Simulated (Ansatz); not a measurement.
**Dielectric response of MgS (110) films**

How well do thin rocksalt MgS (110) films screen a perpendicular field?

Main program and level: Ansatz 0.2.0; plane-wave DFT, PBE, Ansatz PAW (set soft_1); PAW set soft_1, in the first sound run; inputs show where later runs differ.

## (1) Starting point

The cell holds 10 atoms: 5 Mg and 5 S. Its edges and angles: a = 3.677 Å, b = 5.200 Å, c = 25.354 Å, α = 90.0°, β = 90.0°, γ = 90.0°. It derives from MgS (rocksalt MgS). Vacuum lies along c.

## (2) Relaxation, 10 atoms, units 5

The structure is relaxed first, because levels and dipoles at a surface follow the positions of the outer atoms.

The input, input.yaml:

```yaml
crystal:
  lattice:
    - [3.67695526, 0.0, 0.0]
    - [0.0, 5.2, 0.0]
    - [0.0, 0.0, 25.3539105243]
  atoms:
    - { symbol: Mg, position: [0.5, 0.5, 0.3549748269] }
    - { symbol: S, position: [0.5, 0.0, 0.3549748269] }
    - { symbol: Mg, position: [0.0, 0.0, 0.4274874135] }
    - { symbol: S, position: [0.0, 0.5, 0.4274874135] }
    - { symbol: Mg, position: [0.5, 0.5, 0.5] }
    - { symbol: S, position: [0.5, 0.0, 0.5] }
    - { symbol: Mg, position: [0.0, 0.0, 0.5725125865] }
    - { symbol: S, position: [0.0, 0.5, 0.5725125865] }
    - { symbol: Mg, position: [0.5, 0.5, 0.6450251731] }
    - { symbol: S, position: [0.5, 0.0, 0.6450251731] }
kpoints:
  mp_grid: { grid: [8, 6, 1] }
hamiltonian:
  xc: pbe
  pseudopotentials: { kind: paw, azcp: { folder: soft_1 } }
scf:
  occupations: { method: fixed }
  convergence: { dr2_threshold: 1.0e-09 }
efield:
  axis: 3
  dipole_correction: true
  ramp_position: 0.97
  ramp_width: 0.06
relax:
  f_tol: 0.003
  max_steps: 100
output:
  eigenvalues: true
  write_potential: true
  write_density: true
  volumetric_format: npy
```

The run is started by

```console
$ ansatz run input.yaml --threads 4 --pin off --max-ram 8192MiB --backend cpu --events-out ev --progress --plain --runs-dir out
```

Numbers of over 12 decimals in the logs are rounded to 6 here.

What it wrote:

```text
Engine: ansatz 0.2.0, x86_64-unknown-linux-gnu
Pseudopotentials: kind: paw
Pseudopotential: Mg, paw, valence charge 10, recommended cutoff 420 eV (normal), soft_1/Mg.paw.azcp
Pseudopotential: S, paw, valence charge 6, recommended cutoff 420 eV (normal), soft_1/S.paw.azcp
Functional definition: PBE
  parameter kappa = 0.804
  parameter beta = 0.066725
  exchange = pbe_x(kappa = kappa, mu = beta*pi^2/3)
  correlation = pbe_c(beta = beta)
Crystal: 10 atoms, lattice volume = 484.771 Å³
Basis set: ecut = 420 eV, 9453 PW (Γ), exchange–correlation on 50×72×360 points (8 copies of the dense FFT grid, shifted against one another)
Bands: 50, of which v1, the nominal top of the filled ones, is band 40 counted from 1 (39 counted from 0)
Symmetry: 4 space group operations
k-points: 20 of 48
Non-local potential: Mg, projectors of the file, l = 0: 3, l = 1: 2, l = 2: 1
Non-local potential: S, projectors of the file, l = 0: 2, l = 1: 2, l = 2: 1
PAW form: soft (Blöchl's): semilocal exchange-correlation on the pseudo side does not see the compensation charge
PAW one-centre angular grid: Mg, 110 points (default); XC on 64 Gauss nodes
PAW one-centre angular grid: S, 110 points (default); XC on 64 Gauss nodes
Initial density: superposition of atomic densities (neutral atoms: chi_scale 0, normalization atom)
Initial wavefunctions: pseudopotential atomic-orbital guess
Functional: x = pbe(κ = 0.804, μ = 0.219515), c = pbe(β = 0.066725)
SCF iter   1: F=—  HF=-14144.758497 eV  |F-HF|=—  |Δ(HF+E_count)|=         —  Δρ=2.94e-2  dr2=1.10e1  ethr=3.10e-3  p=0.000 e·Å  D=1.24e-13 V/Å  ΔV_dip=-0.00 eV  dr2_dipole=1.50e-9  V_vac-E_F(+/−)=7.60/7.60 eV  ⟨swp⟩=6.1  Hψ=3994  notcnv=0  defer=150
efield: sawtooth ramp at fractional position 0.9700 (set: `efield.ramp_position`, or a place that a band, a saddle search or an elastic batch's reference lends), width 0.0600; the density the first Hamiltonian is built on has a dipole p = 0.000 e·Å; the dipole correction subtracts the counter field D = 1.24e-13 V/Å, which shifts the + side's vacuum level by -0.00 eV against the − side's; the planar-averaged density in the ramp window peaks in size at 4.6e-6 e/Å³
preconditioner: auto → Resta (q_TF=auto, 2.021 Å⁻¹)  ε∞=2.0  [insulator: Δε(μ)=2.984 eV  Ē_g=10.509 eV  n_scr=60 (ndim 8)  ℏωp=10.7 eV  f_vac=0.556  ε∞_Penn≈2.0  vacuum switching on, ρ_ref=8.0e-3 e/Å³]
SCF iter   2: F=—  HF=-14141.321006 eV  |F-HF|=—  |Δ(HF+E_count)|=    3.44e0  Δρ=1.08e-2  dr2=8.95e-1  ethr=3.10e-3  p=0.000 e·Å  D=7.01e-6 V/Å  ΔV_dip=-0.00 eV  dr2_dipole=6.07e-9  V_vac-E_F(+/−)=4.94/4.94 eV  ⟨swp⟩=3.9  Hψ=1812  notcnv=0  defer=151
density mixer auto → msr1: gapped (density of states about μ 0.06 of a free-electron gas's, 60 screened modes)
SCF iter   3: F=—  HF=-14141.182543 eV  |F-HF|=—  |Δ(HF+E_count)|=   1.38e-1  Δρ=4.80e-3  dr2=1.08e-1  ethr=1.12e-3  p=-0.000 e·Å  D=-1.60e-5 V/Å  ΔV_dip=0.00 eV  dr2_dipole=1.29e-8  V_vac-E_F(+/−)=4.45/4.44 eV  ⟨swp⟩=2.2  Hψ=1317  notcnv=0  defer=158
SCF iter   4: F=—  HF=-14141.194147 eV  |F-HF|=—  |Δ(HF+E_count)|=   1.16e-2  Δρ=1.16e-3  dr2=2.93e-2  ethr=1.35e-4  p=0.000 e·Å  D=4.21e-5 V/Å  ΔV_dip=-0.00 eV  dr2_dipole=9.36e-8  V_vac-E_F(+/−)=4.36/4.36 eV  ⟨swp⟩=3.0  Hψ=1473  notcnv=0  defer=159
SCF iter   5: F=—  HF=-14141.189434 eV  |F-HF|=—  |Δ(HF+E_count)|=   4.71e-3  Δρ=3.30e-4  dr2=1.57e-3  ethr=3.66e-5  p=-0.000 e·Å  D=-1.65e-5 V/Å  ΔV_dip=0.00 eV  dr2_dipole=1.35e-8  V_vac-E_F(+/−)=4.34/4.34 eV  ⟨swp⟩=3.1  Hψ=1397  notcnv=0  defer=160
SCF iter   6: F=—  HF=-14141.189569 eV  |F-HF|=—  |Δ(HF+E_count)|=   1.35e-4  Δρ=1.14e-4  dr2=5.45e-5  ethr=1.97e-6  p=0.000 e·Å  D=9.44e-6 V/Å  ΔV_dip=-0.00 eV  dr2_dipole=4.22e-9  V_vac-E_F(+/−)=4.31/4.31 eV  ⟨swp⟩=2.5  Hψ=1378  notcnv=0  defer=160
SCF iter   7: F=—  HF=-14141.189636 eV  |F-HF|=—  |Δ(HF+E_count)|=   6.73e-5  Δρ=2.64e-5  dr2=4.88e-6  ethr=6.81e-8  p=-0.000 e·Å  D=-1.54e-5 V/Å  ΔV_dip=0.00 eV  dr2_dipole=1.18e-8  V_vac-E_F(+/−)=4.31/4.31 eV  ⟨swp⟩=2.0  Hψ=1357  notcnv=0  defer=160
SCF iter   8: F=—  HF=-14141.189551 eV  |F-HF|=—  |Δ(HF+E_count)|=   8.48e-5  Δρ=6.51e-6  dr2=4.01e-7  ethr=6.10e-9  p=0.000 e·Å  D=1.91e-5 V/Å  ΔV_dip=-0.00 eV  dr2_dipole=1.74e-8  V_vac-E_F(+/−)=4.31/4.31 eV  ⟨swp⟩=2.0  Hψ=1362  notcnv=0  defer=151
SCF iter   9: F=—  HF=-14141.189551 eV  |F-HF|=—  |Δ(HF+E_count)|=   3.81e-7  Δρ=3.60e-6  dr2=3.31e-7  ethr=5.01e-10  p=-0.000 e·Å  D=-4.32e-5 V/Å  ΔV_dip=0.00 eV  dr2_dipole=9.76e-8  V_vac-E_F(+/−)=4.31/4.31 eV  ⟨swp⟩=2.9  Hψ=1676  notcnv=0  defer=151
SCF iter  10: F=—  HF=-14141.189551 eV  |F-HF|=—  |Δ(HF+E_count)|=   5.28e-8  Δρ=1.57e-6  dr2=4.61e-8  ethr=4.14e-10  p=0.000 e·Å  D=1.30e-5 V/Å  ΔV_dip=-0.00 eV  dr2_dipole=8.87e-9  V_vac-E_F(+/−)=4.31/4.31 eV  ⟨swp⟩=2.0  Hψ=1217  notcnv=0  defer=151
SCF iter  11: F=—  HF=-14141.189551 eV  |F-HF|=—  |Δ(HF+E_count)|=   8.50e-9  Δρ=5.40e-7  dr2=2.36e-9  ethr=5.76e-11  p=-0.000 e·Å  D=-2.36e-6 V/Å  ΔV_dip=0.00 eV  dr2_dipole=2.62e-10  V_vac-E_F(+/−)=4.31/4.31 eV  ⟨swp⟩=2.0  Hψ=1288  notcnv=0  defer=151
SCF iter  12: F=-14141.189551 eV  HF=-14141.189551 eV  |F-HF|=1.36e-10  |Δ(HF+E_count)|=  8.24e-10  Δρ=1.15e-7  dr2=8.76e-11  ethr=1.25e-12  p=-0.000 e·Å  D=-2.25e-7 V/Å  ΔV_dip=0.00 eV  dr2_dipole=2.29e-12  V_vac-E_F(+/−)=4.31/4.31 eV  ⟨swp⟩=28.6  Hψ=9076  notcnv=0
SCF 1 converged in 12 iterations: F = -14141.189551 eV  dr2 = 8.76e-11
  greatest PAW one-centre occupation: 1.000 electrons in one spin orbital (limit 2), on the Mg atom at site 6 (counted from 0), in its partial waves of l = 0
relax step   1: F+E_penalty+E_count = -14141.18955140 eV  Δ(F+E_penalty+E_count) = +0.000e0 eV  max|allowed force component| = 1.019e0 eV/Å  Δτ_max = 0.0000 Å  (12 SCF iters, accepted)
Initial density: handed on by an earlier stage of this run
Initial wavefunctions: those handed on with the density
iter 1 solved again at ethr=1.96e-4 eV; its pass at ethr=3.10e-3 eV (dr2=1.57e-1 eV) is discarded
SCF iter   1: F=—  HF=-14141.483849 eV  |F-HF|=—  |Δ(HF+E_count)|=         —  Δρ=3.13e-3  dr2=1.54e-1  ethr=1.96e-4  p=-0.000 e·Å  D=-2.25e-7 V/Å  ΔV_dip=0.00 eV  dr2_dipole=2.40e-12  V_vac-E_F(+/−)=4.38/4.38 eV  ⟨swp⟩=1.1  Hψ=3822  notcnv=0  defer=158
[...]
SCF iter   6: F=—  HF=-14141.512496 eV  |F-HF|=—  |Δ(HF+E_count)|=   8.44e-5  Δρ=9.74e-6  dr2=2.70e-7  ethr=3.10e-9  p=0.000 e·Å  D=1.94e-9 V/Å  ΔV_dip=-0.00 eV  dr2_dipole=2.04e-16  V_vac-E_F(+/−)=4.95/4.95 eV  ⟨swp⟩=2.0  Hψ=1288  notcnv=0  defer=107  κ⁻¹=3.5e-5(r=5)
SCF iter   7: F=—  HF=-14141.512496 eV  |F-HF|=—  |Δ(HF+E_count)|=   2.50e-7  Δρ=1.93e-6  dr2=1.43e-8  ethr=3.37e-10  p=0.000 e·Å  D=1.11e-8 V/Å  ΔV_dip=-0.00 eV  dr2_dipole=9.43e-16  V_vac-E_F(+/−)=4.95/4.95 eV  ⟨swp⟩=2.0  Hψ=1301  notcnv=0  defer=108  κ⁻¹=1.1e-6(r=6)
SCF iter   8: F=—  HF=-14141.512496 eV  |F-HF|=—  |Δ(HF+E_count)|=   1.89e-8  Δρ=6.16e-7  dr2=1.74e-9  ethr=1.79e-11  p=0.000 e·Å  D=1.90e-9 V/Å  ΔV_dip=-0.00 eV  dr2_dipole=9.14e-15  V_vac-E_F(+/−)=4.95/4.95 eV  ⟨swp⟩=2.0  Hψ=1349  notcnv=0  defer=109  κ⁻¹=2.6e-7(r=7)
SCF iter   9: F=-14141.512496 eV  HF=-14141.512496 eV  |F-HF|=3.35e-10  |Δ(HF+E_count)|=   2.92e-9  Δρ=1.68e-7  dr2=8.79e-11  ethr=1.25e-12  p=0.000 e·Å  D=2.71e-8 V/Å  ΔV_dip=-0.00 eV  dr2_dipole=7.62e-15  V_vac-E_F(+/−)=4.95/4.95 eV  ⟨swp⟩=20.6  Hψ=7231  notcnv=0
SCF 3 converged in 9 iterations: F = -14141.512496 eV  dr2 = 8.79e-11
  greatest PAW one-centre occupation: 1.000 electrons in one spin orbital (limit 2), on the Mg atom at site 2 (counted from 0), in its partial waves of l = 0
relax step   3: F+E_penalty+E_count = -14141.51249585 eV  Δ(F+E_penalty+E_count) = -3.122e-2 eV  max|allowed force component| = 3.484e-2 eV/Å  Δτ_max = 0.0584 Å  (9 SCF iters, accepted)
SCF iter   1: F=—  HF=-14141.512892 eV  |F-HF|=—  |Δ(HF+E_count)|=         —  Δρ=1.30e-4  dr2=3.66e-4  ethr=2.21e-6  p=0.000 e·Å  D=2.71e-8 V/Å  ΔV_dip=-0.00 eV  dr2_dipole=8.83e-14  V_vac-E_F(+/−)=4.93/4.93 eV  ⟨swp⟩=3.0  Hψ=1806  notcnv=0  defer=160
efield: sawtooth ramp at fractional position 0.9700 (set: `efield.ramp_position`, or a place that a band, a saddle search or an elastic batch's reference lends), width 0.0600; the density the first Hamiltonian is built on has a dipole p = 0.000 e·Å; the dipole correction subtracts the counter field D = 2.71e-8 V/Å, which shifts the + side's vacuum level by -0.00 eV against the − side's; the planar-averaged density in the ramp window peaks in size at 4.1e-6 e/Å³
preconditioner: auto → Resta (q_TF=auto, 2.021 Å⁻¹)  ε∞=2.3  [insulator: Δε(μ)=1.419 eV  Ē_g=9.334 eV  n_scr=60 (ndim 8)  ℏωp=10.7 eV  f_vac=0.577  ε∞_Penn≈2.3  vacuum switching on, ρ_ref=6.3e-3 e/Å³]
SCF iter   2: F=—  HF=-14141.512810 eV  |F-HF|=—  |Δ(HF+E_count)|=   8.25e-5  Δρ=5.37e-5  dr2=2.02e-5  ethr=4.58e-7  p=-0.000 e·Å  D=-3.01e-8 V/Å  ΔV_dip=0.00 eV  dr2_dipole=1.81e-14  V_vac-E_F(+/−)=4.95/4.95 eV  ⟨swp⟩=2.1  Hψ=1357  notcnv=0  defer=159  κ⁻¹=1.0e0(r=1)
density mixer auto → broyden: gapped, where msr1 would fit the directions that read negative (density of states about μ 0.06 of a free-electron gas's, 60 screened modes)
SCF iter   3: F=—  HF=-14141.512807 eV  |F-HF|=—  |Δ(HF+E_count)|=   2.94e-6  Δρ=2.79e-5  dr2=3.63e-6  ethr=2.52e-8  p=-0.000 e·Å  D=-4.98e-8 V/Å  ΔV_dip=0.00 eV  dr2_dipole=5.40e-14  V_vac-E_F(+/−)=4.95/4.95 eV  ⟨swp⟩=2.0  Hψ=1269  notcnv=0  defer=77  κ⁻¹=3.2e-2(r=2)
SCF iter   4: F=—  HF=-14141.512718 eV  |F-HF|=—  |Δ(HF+E_count)|=   8.92e-5  Δρ=1.03e-5  dr2=4.17e-7  ethr=4.53e-9  p=0.000 e·Å  D=9.13e-10 V/Å  ΔV_dip=-0.00 eV  dr2_dipole=3.48e-14  V_vac-E_F(+/−)=4.95/4.95 eV  ⟨swp⟩=2.0  Hψ=1234  notcnv=0  defer=66  κ⁻¹=1.8e-3(r=3)
SCF iter   5: F=—  HF=-14141.512718 eV  |F-HF|=—  |Δ(HF+E_count)|=   1.33e-7  Δρ=2.05e-6  dr2=2.34e-8  ethr=5.21e-10  p=-0.000 e·Å  D=-5.17e-8 V/Å  ΔV_dip=0.00 eV  dr2_dipole=6.44e-14  V_vac-E_F(+/−)=4.95/4.95 eV  ⟨swp⟩=2.0  Hψ=1299  notcnv=0  defer=70  κ⁻¹=6.3e-5(r=4)
SCF iter   6: F=—  HF=-14141.512718 eV  |F-HF|=—  |Δ(HF+E_count)|=   1.42e-8  Δρ=6.39e-7  dr2=2.69e-9  ethr=2.93e-11  p=0.000 e·Å  D=2.07e-8 V/Å  ΔV_dip=-0.00 eV  dr2_dipole=5.20e-14  V_vac-E_F(+/−)=4.95/4.95 eV  ⟨swp⟩=2.0  Hψ=1319  notcnv=0  defer=70  κ⁻¹=9.5e-6(r=5)
SCF iter   7: F=-14141.512718 eV  HF=-14141.512718 eV  |F-HF|=5.22e-10  |Δ(HF+E_count)|=   2.80e-9  Δρ=1.94e-7  dr2=1.33e-10  ethr=1.25e-12  p=-0.000 e·Å  D=-3.28e-8 V/Å  ΔV_dip=0.00 eV  dr2_dipole=2.39e-14  V_vac-E_F(+/−)=4.95/4.95 eV  ⟨swp⟩=16.4  Hψ=6839  notcnv=0
SCF 4 converged in 7 iterations: F = -14141.512718 eV  dr2 = 1.33e-10
relax step   4: F+E_penalty+E_count = -14141.51271793 eV  Δ(F+E_penalty+E_count) = -2.221e-4 eV  max|allowed force component| = 2.307e-3 eV/Å  Δτ_max = 0.0063 Å  (7 SCF iters, accepted)
SCF converged after 7 iterations
Stability not checked: this state was not tested for a lower state beside it, because the mixer in use, unlike msr1, does not test its closes by its own steps (another_mixer; see scf.mixing.algorithm and scf.lower_state_search)
Free energy (F): -14141.512718 eV
Harris-Foulkes:  -14141.512718 eV  (|F-HF|=5.22e-10)
Internal energy: -14141.512718 eV  (E = F + TS)
E sigma→0 (E₀):  -14141.512718 eV
Fermi energy:    -0.598635 eV
Dipole field:    D = 0.000000 V/Å  (p = 0.000000 e·Å, saw-weighted, corrected)
Work function:   Φ+ = 4.9462 eV   Φ− = 4.9462 eV
Levels:          The Fermi level and band energies are counted from a zero that moves with the ramp; work functions are not
--- Per-component energies (eV) ---
  E_band       = -2259.863816
  E_kinetic    = 885.912499
  E_local      = -61965.713954  (includes V_loc(G=0)·N_el)
  E_nonlocal   = 1145.825181
  E_hartree    = 29268.170738
  E_xc         = -581.923987
  E_vxc        = -590.716354  (∫ρ·V_xc dr)
  E_paw        = -4550.358098  (= ΣΔE_a)
  E_vpaw       = -271.511656  (= ΣTr[D̂ρ^β])
  E_aug_tail   = -0.000753  (compensation charges beyond the density's cutoff)
  E_efield     = 0.000000  (sawtooth field / dipole correction)
  E_vefield    = 0.000000  (∫n·V_field dr)
  E_ewald      = 21656.575657
  E_smearing   = -0.000000  (= −TS)
  E_closure    = -0.000000  (closes the sum)
  Σ components = -14141.512718   (vs F -14141.512718, Δ=0.00e0)
--- Forces (eV/Å), atoms counted from 1 ---
  atom   1  Mg     0.00000000     0.00000000     0.00137319
  atom   2  S      0.00000000     0.00000000     0.00225872
  atom   3  Mg     0.00000000     0.00000000     0.00053473
  atom   4  S      0.00000000     0.00000000     0.00230621
  atom   5  Mg     0.00000000     0.00000000     0.00000035
  atom   6  S      0.00000000     0.00000000    -0.00000042
  atom   7  Mg     0.00000000     0.00000000    -0.00053415
  atom   8  S      0.00000000     0.00000000    -0.00230678
  atom   9  Mg     0.00000000     0.00000000    -0.00137298
  atom  10  S      0.00000000     0.00000000    -0.00225904
  max |Σ_I F_I| component: 1.74e-7 eV/Å
--- Band table (eV; the first three rows and the last of 20) ---
  k-point 0: bands = [... 36 lower, -1.4617, -1.0670, -0.6089, -0.5986, 0.8224, 1.4633, 2.4543, 3.4750, ... 6 higher]
  k-point 1: bands = [... 36 lower, -1.4399, -1.1164, -0.6469, -0.6326, 1.2878, 1.6445, 2.6804, 3.5251, ... 6 higher]
  k-point 2: bands = [... 36 lower, -1.4881, -1.2612, -0.7039, -0.6884, 1.8811, 2.1175, 3.2246, 3.4725, ... 6 higher]
  k-point 19: bands = [... 36 lower, -1.9931, -1.9502, -1.7496, -1.1781, 2.5470, 3.2780, 3.9928, 4.0849, ... 6 higher]
--- Relaxed structure (4 steps of the walk, 4 accepted, 0 SCFs on fresh bases) ---
  F+E_penalty+E_count = -14141.51271793 eV   max|allowed force component| = 2.307e-3 eV/Å
  atoms:
    - { symbol: Mg, position: [0.5, 0.5, 0.362857] }
    - { symbol: S, position: [0.5, 0.0, 0.351757] }
    - { symbol: Mg, position: [0.0, 0.0, 0.421359] }
    - { symbol: S, position: [0.0, 0.5, 0.427212] }
    - { symbol: Mg, position: [0.5, 0.5, 0.500000] }
    - { symbol: S, position: [0.5, 0.0, 0.500000] }
    - { symbol: Mg, position: [0.0, 0.0, 0.578641] }
    - { symbol: S, position: [0.0, 0.5, 0.572788] }
    - { symbol: Mg, position: [0.5, 0.5, 0.637143] }
    - { symbol: S, position: [0.5, 0.0, 0.648243] }
```

It took 36 s on 4 threads of Intel Xeon Platinum 8488C (Sapphire Rapids), shared host; peak memory 1.1 GiB.

The steps of the relaxation:

| step | energy less that of the first step (eV) | largest force component (eV/Å) |
| --- | --- | --- |
| 1 | 0.0000 | 1.0194 |
| 2 | -0.2917 | 0.3378 |
| 3 | -0.3229 | 0.0348 |
| 4 | -0.3232 | 0.0023 |

The run keeps the 4 symmetry operations that it works with, so distortions that break them were not tested.

The atoms that moved most (Å):

| atom | dx | dy | dz | length |
| --- | --- | --- | --- | --- |
| Mg1 | 0.000 | 0.000 | 0.200 | 0.200 |
| Mg9 | 0.000 | 0.000 | -0.200 | 0.200 |
| Mg3 | 0.000 | 0.000 | -0.155 | 0.155 |
| Mg7 | 0.000 | 0.000 | 0.155 | 0.155 |
| S10 | 0.000 | 0.000 | 0.082 | 0.082 |
| S2 | 0.000 | 0.000 | -0.082 | 0.082 |
| S8 | 0.000 | 0.000 | 0.007 | 0.007 |
| S4 | 0.000 | 0.000 | -0.007 | 0.007 |

Numbers from this step:

- gap on the k-mesh: 1.421 eV
- dipole along the normal: 2.70e-7 e·Å
- ionisation energy, upper face: 4.946 eV
- electron affinity, upper face: 3.525 eV

Running mean over 1.838 Å of the planar mean; the ramp of the sawtooth is left out. Table of electron's electrostatic potential energy less the highest filled level by z:

z (Å), electron's electrostatic potential energy less the highest filled level (eV) and a bar from the least value:
```
      3.5       4.95 ##############################
      4.0       4.95 ##############################
      4.5       4.95 ##############################
      5.0       4.94 ##############################
      5.5       4.94 ##############################
      6.0       4.92 ##############################
      6.5       4.86 ##############################
      7.0       4.59 #############################
      7.5       3.58 ##########################
      8.0       0.97 ###################
      8.5      -2.47 #########
      9.0      -4.36 ####
      9.5      -5.24 ##
     10.0      -5.80 
     10.5      -5.19 ##
     11.0      -4.67 ###
     11.5      -4.15 #####
     12.0      -4.17 #####
     12.5      -4.44 ####
     13.0      -4.40 ####
     13.5      -4.09 #####
     14.0      -4.28 ####
     14.5      -4.80 ###
     15.0      -5.41 #
     15.5      -5.77 
     16.0      -4.97 ##
     16.5      -4.02 #####
     17.0      -1.53 ############
     17.5       1.90 #####################
     18.0       4.02 ###########################
     18.5       4.71 #############################
     19.0       4.89 ##############################
     19.5       4.93 ##############################
     20.0       4.94 ##############################
     20.5       4.95 ##############################
     21.0       4.95 ##############################
     21.5       4.95 ##############################
     22.0       4.95 ##############################
```

The relaxation took 4 steps and lowered the energy by 0.32 eV; the largest force on the free atoms ends at 0.0023 eV/Å.

The gap is 1.42 eV, with the valence edge 4.95 eV and the conduction edge 3.53 eV under the upper vacuum level.

(Part 1 of 5 ends here.)

[Logs are printed without paths, hosts, clocks, repeated set-up lines and the standing remarks that a program may print on its own settings, such as how far it seeks lower states.]

[Hosts, paths, dates, database ids (printed as entryN), source tags and the programs' standing remarks are cut or masked in the printed files.]

[Maps of the electrostatic potential energy from Ansatz leave out the sawtooth potential of an applied field or a dipole correction, so their vacuum need not be flat; planar profiles and work functions include it.]
